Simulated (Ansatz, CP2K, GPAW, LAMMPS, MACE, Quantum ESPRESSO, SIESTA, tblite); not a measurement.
## La2O3 with crystalline order left by the classical run (95 atoms) in tblite

Aim: run La2O3 with crystalline order left by the classical run (95 atoms) in tblite and see how near its forces come to a plane-wave reference, and at what cost.

Calculated with tblite 0.8.0; the method is named at each step.

## Step 1: Set-up

The cell holds 95 atoms: 38 La and 57 O. Cell: a = 12.168 Å, b = 12.168 Å, c = 12.168 Å, α = 90.0°, β = 90.0°, γ = 90.0°. 95 atoms (38 Nd, 57 O) placed at random at 6.31 g/cm³, melted at 5000 K for 10 ps at fixed volume with the Morse and Coulomb pair potential with partial charges (Pedone, Malavasi, Menziani, Cormack and Segre, J. Phys. Chem. B 110, 11780 (2006)). Quenched from 5000 K to 300 K at 20 K/ps and fixed volume, held 5 ps, then minimised at fixed cell. Then Nd was replaced by La and the cell scaled by 1.023 (the potential has no terms for the new elements, so the cell is a start for a DFT relaxation).

The yardstick, on the same geometry:

* method: Kohn-Sham DFT, PBE, PAW, plane waves (Ansatz 0.2.0); cutoff 420 eV, Γ point, fermi-dirac smearing of 0.05 eV; PAW set soft_2
* r.m.s. force component: 0.2629 eV/Å
* longest force: 0.8497 eV/Å
* pressure: 0.07016 GPa
* gap (highest filled to lowest empty level): 3.123 eV
* SCF cycles: 11
* time: 24 s on 8 threads of Arm Neoverse V2, shared host
* CPU time: 2.9 min

## Step 2: IPEA1-xTB

Method: IPEA1-xTB tight binding, diagonalisation.

Input file run.py:

```python
import numpy as np
from ase.io import read
from tblite.ase import TBLite

atoms = read("structure.xyz")
atoms.calc = TBLite(method="IPEA1-xTB", electronic_temperature=580, accuracy=1.0, max_iterations=250, mixer_damping=0.4, verbosity=1)
energy = atoms.get_potential_energy()
forces = atoms.get_forces()
print(f"energy {energy:.6f} eV")
print("forces (eV/A)")
for i, (a, f) in enumerate(zip(atoms, forces)):
    print(f"{i:4d} {a.symbol:2s} {f[0]:10.5f} {f[1]:10.5f} {f[2]:10.5f}")
stress = -atoms.get_stress(voigt=False) * 160.21766
print("stress (GPa, compression positive)")
for row in stress:
    print(" ".join(f"{x:10.4f}" for x in row))
print("charges (e)")
print(np.array2string(atoms.get_charges(), precision=4, suppress_small=True, max_line_width=110, threshold=100000))
```

Input file structure.xyz:

```xyz
95
Lattice="12.16777 0.00000 0.00000 0.00000 12.16777 0.00000 0.00000 0.00000 12.16777" Properties=species:S:1:pos:R:3 pbc="T T T"
La 7.64087 3.30623 0.90650
La 4.58433 0.53477 2.34278
La 10.63500 2.65306 7.07751
La 10.85973 1.65506 10.49434
La 10.21557 6.82819 8.67246
La 4.59540 5.28836 1.19573
La 10.41464 4.43832 3.27897
La 0.95152 5.72250 5.03259
La 7.21184 6.30327 3.23517
La 7.69830 4.03982 9.75904
La 1.20984 11.00867 3.17396
La 10.39334 8.89878 2.03932
La 4.45073 3.40965 7.52844
La 4.49173 9.15552 0.82899
La 1.51781 3.50359 1.12138
La 7.26185 9.28291 7.43621
La 10.54666 10.08343 10.74134
La 1.39418 8.45039 7.62323
La 7.29555 8.22383 10.86485
La 4.35253 7.77715 4.81807
La 10.48022 11.91164 5.01057
La 4.65162 2.12632 11.03763
La 7.49401 5.27205 6.61148
La 1.60870 11.56790 11.82829
La 1.52547 2.20091 5.00923
La 7.39849 2.53844 4.24850
La 1.36243 4.60173 8.85570
La 1.17541 7.37671 11.13327
La 7.58636 11.36640 0.51178
La 4.35484 11.71124 6.02378
La 10.68184 0.78969 1.61065
La 4.54345 6.18877 9.88692
La 10.19501 8.11310 5.29371
La 7.43706 1.02976 7.58040
La 7.33741 10.46842 4.00526
La 4.39293 10.38872 9.49792
La 10.29576 5.57089 12.00119
La 1.51245 0.46639 8.34977
O 4.78412 7.32390 2.56655
O 3.50115 2.25298 0.97062
O 12.11545 0.85174 3.45260
O 6.38151 1.23333 0.71729
O 11.57435 4.29656 1.30183
O 5.60837 8.32105 8.94173
O 11.24387 6.67463 3.70630
O 9.28778 3.32277 11.36372
O 2.91309 0.17607 4.20506
O 9.39437 1.42582 8.70300
O 8.82820 10.36864 5.90806
O 11.56023 9.86392 4.23146
O 5.97559 11.37321 7.81207
O 2.21368 7.77338 5.44800
O 9.61254 0.03906 11.79349
O 2.51800 5.59717 0.09625
O 9.12181 2.40739 2.50887
O 2.73093 9.29131 11.19861
[... 35 atom lines left out ...]
O 3.23870 0.26185 10.26534
O 6.21274 2.15284 9.27172
O 5.93008 10.27945 11.30751
O 1.96996 4.05710 3.42717
```

Launch:

```console
> OMP_NUM_THREADS=1 python run.py > output.txt
```

Output:

```text
------------------------------------------------------------
  cycle        total energy    energy error   density error
------------------------------------------------------------
      1     -235.7033661351  -2.3521487E+02   1.1592134E+00
      2     -1303.274499425  -1.0675711E+03   3.7456738E+00
      3     -268.4903970863   1.0347841E+03   8.1843414E-01
      4     -281.7374208224  -1.3247024E+01   6.5816855E-01
      5     -285.0162971304  -3.2788763E+00   5.8378152E-01
      6     -286.0461342710  -1.0298371E+00   5.4574113E-01
      7     -287.9779717766  -1.9318375E+00   5.0680698E-01
      8     -290.5059755459  -2.5280038E+00   4.6374630E-01
      9     -291.0841315315  -5.7815599E-01   4.5421137E-01
     10     -291.7290760696  -6.4494454E-01   4.4084349E-01
[... 116 lines of further cycles ...]
    127     -302.7612829226   2.3827795E-08   9.2189961E-05
    128     -302.7612830301  -1.0750176E-07   8.1001182E-05
    129     -302.7612831236  -9.3479628E-08   7.0335543E-05
    130     -302.7612832070  -8.3383895E-08   5.8106174E-05
    131     -302.7612832599  -5.2941175E-08   4.9009052E-05
    132     -302.7612832964  -3.6510585E-08   4.1209833E-05
    133     -302.7612833477  -5.1320342E-08   2.7696346E-05
    134     -302.7612833614  -1.3666352E-08   2.2488238E-05
    135     -302.7612833660  -4.5416755E-09   2.0235162E-05
    136     -302.7612833682  -2.2905624E-09   1.9043531E-05
------------------------------------------------------------
 total:                                  19.362 sec
energy -8238.554155 eV
forces (eV/A)
   0 La    0.27674    0.44960   -0.26178
   1 La    0.50678    0.22774    0.46588
   2 La    0.12628   -0.17103   -0.04149
   3 La    0.69671   -0.01393    0.10730
   4 La   -0.52724    0.38209    0.08188
   5 La   -0.51682   -1.41291    0.17809
   6 La    0.11466   -0.16183   -0.40706
   7 La   -0.58448    0.19663   -0.26201
   8 La   -1.16732    0.31749   -0.29925
   9 La    0.58968   -0.43645   -0.18625
  10 La   -0.38013   -0.34096    0.09144
  11 La   -0.25669   -0.49481    1.14914
  12 La    0.05433    0.46191    0.50227
  13 La    0.50676   -0.04332   -0.50445
  14 La    0.43284    0.31215   -0.22616
  15 La   -0.57851   -0.09477   -0.13484
  16 La    0.25363   -0.07525    0.78756
  17 La    0.06458    0.13693   -0.07455
  18 La   -0.24717   -0.04011    0.01799
  19 La    0.07776   -0.33615    0.36357
  20 La    0.05587    0.26163   -0.01234
  21 La    0.27030   -0.50280    0.44254
  22 La    0.08194   -0.10215   -0.38798
  23 La    0.50543    0.13729   -0.34907
[...]
87 O     0.30661    0.13527    0.18932
  88 O     0.05496    0.12765   -0.03466
  89 O     0.22339    0.10453    0.21068
  90 O    -0.19222   -0.08893    0.12768
  91 O     0.02386   -0.00790   -0.17559
  92 O    -0.17921   -0.07059   -0.18363
  93 O    -0.03071    0.20920   -0.20246
  94 O     0.04915    0.29332   -0.24915
stress (GPa, compression positive)
    1.6128     0.0888    -0.4027
    0.0888     0.3488    -0.0420
   -0.4027    -0.0420    -1.3167
charges (e)
[ 0.7234  0.7493  0.7245  0.7426  0.7619  0.7309  0.7532  0.7384  0.7514  0.7415  0.7311  0.7471  0.7338
  0.7298  0.7369  0.7378  0.7403  0.7315  0.7271  0.696   0.7156  0.7342  0.7226  0.7388  0.7369  0.7291
  0.7305  0.7306  0.7298  0.7309  0.7264  0.7403  0.7426  0.7357  0.7419  0.7444  0.7489  0.7372 -0.5009
 -0.4954 -0.4788 -0.4903 -0.4963 -0.4867 -0.4947 -0.4908 -0.4862 -0.4843 -0.4861 -0.4972 -0.494  -0.4979
 -0.4926 -0.4898 -0.4926 -0.4909 -0.4877 -0.4979 -0.4879 -0.4896 -0.4933 -0.4957 -0.4865 -0.4924 -0.4818
 -0.4945 -0.4942 -0.4968 -0.4842 -0.4884 -0.4899 -0.4867 -0.4905 -0.4901 -0.4919 -0.4879 -0.4834 -0.4861
 -0.4897 -0.4892 -0.483  -0.4819 -0.4882 -0.4907 -0.4856 -0.4909 -0.491  -0.4912 -0.4964 -0.4942 -0.4867
 -0.4948 -0.4892 -0.4861 -0.4935]
```

It took 20 s on 1 thread of Arm Neoverse V2, shared host; peak memory 0.14 GiB.

Banners, paths, timers and routine set-up lines are dropped from the logs unmarked, and long logs keep their key lines alone; longer cuts are marked.

Against the reference:

| Property | Result |
| --- | --- |
| r.m.s. force component | 0.3164 eV/Å |
| r.m.s. difference of force components | 439 meV/Å |
| longest difference of force vectors | 1812 meV/Å |
| force difference over r.m.s. force | 167 % |
| slope of forces against the reference's | -0.1701 |
| correlation of force components | -0.1413 |
| pressure | 0.215 GPa |
| pressure difference | 0.1448 GPa |

Length of the force difference by element (eV/Å):

```tsv
element	atoms	mean	most
La	38	0.86	1.8
O	57	0.56	1.2
```

A closer look about O56, picked at random: 11 atoms, nearest first, numbered in the order of the input, with positions taken from that point.

```tsv
atom	x	y	z	distance (Å)	bonds	Mulliken charge (e)	Fx	Fy	Fz (eV/Å)
O56	0.00	0.00	0.00	0.00	4	-0.49	0.12	0.11	-0.41
La28	-1.56	-1.91	-0.07	2.47	6	0.73	-0.59	-0.10	0.03
La14	1.76	-0.14	1.80	2.52	6	0.73	0.51	-0.04	-0.50
La24	-1.12	2.28	0.63	2.62	6	0.74	0.51	0.14	-0.35
La36	1.66	1.10	-1.70	2.62	6	0.74	-0.27	0.13	-0.07
O66	0.24	1.68	2.53	3.04	4	-0.49	0.11	-0.05	-0.01
O62	-0.32	-2.49	-2.14	3.30	4	-0.50	0.05	0.11	-0.08
O92	0.51	3.14	-0.93	3.31	4	-0.49	0.02	-0.01	-0.18
O94	3.20	0.99	0.11	3.35	4	-0.49	-0.03	0.21	-0.20
O78	2.63	-2.09	0.66	3.43	4	-0.49	-0.15	-0.16	0.28
O81	-2.96	-0.70	-1.78	3.52	4	-0.48	-0.11	0.10	-0.12
```

Atoms are counted from 1 here, from 0 in the log.

Forces lie 167 % from the reference's, at 0.11 times its CPU time (on 1 against 8 cores); the SCF took 136 steps, which the time reflects.

Further runs of this program without a result: tblite GFN2-xTB (not converged).

## Step 3: Results

| Quantity | Value |
| --- | --- |
| force difference from the reference | tblite IPEA1-xTB, 167 % |
| its CPU time | 20 s |

**Reading.** Tight binding differs by 167 % (tblite IPEA1-xTB); it is another model, with fitted parameters of its own, and the xTB methods hold dispersion. IPEA1-xTB was fitted to ionisation energies and electron affinities, not to forces or charges. tblite IPEA1-xTB needed 136 SCF steps, so its time overstates the method's usual cost. One electronic-structure run takes under half the reference's CPU time: tblite IPEA1-xTB, at 167 % in 20 s against 2.9 min, too far off to be of use. Periodic xTB results under one method name differ between programs and library versions. The quench rate of 20 K/ps is many orders above laboratory rates, so the cell is likely richer in defects and strain than a real sample. The network of bonds at the start is that of the classical potential that made the cell, and needn't be the one that DFT or experiment would give. The reference's stress is far from hydrostatic: its diagonal is -0.7, -1.7, 2.7 GPa, compression counted positive. The electronic-structure runs sample only Γ, in a cell whose shortest periodic width is 12 Å. Spin–orbit coupling is left out, which matters for the levels of the heavy elements.

[Also dropped from logs without a mark: logging warnings of Python, and SIESTA's first energy breakdown and zero terms.]

[Logs are printed without paths, hosts, clocks, repeated set-up lines and the standing remarks that a program may print on its own settings, such as how far it seeks lower states.]

[Hosts, paths, dates, database ids (printed as entryN), source tags and the programs' standing remarks are cut or masked in the printed files.]
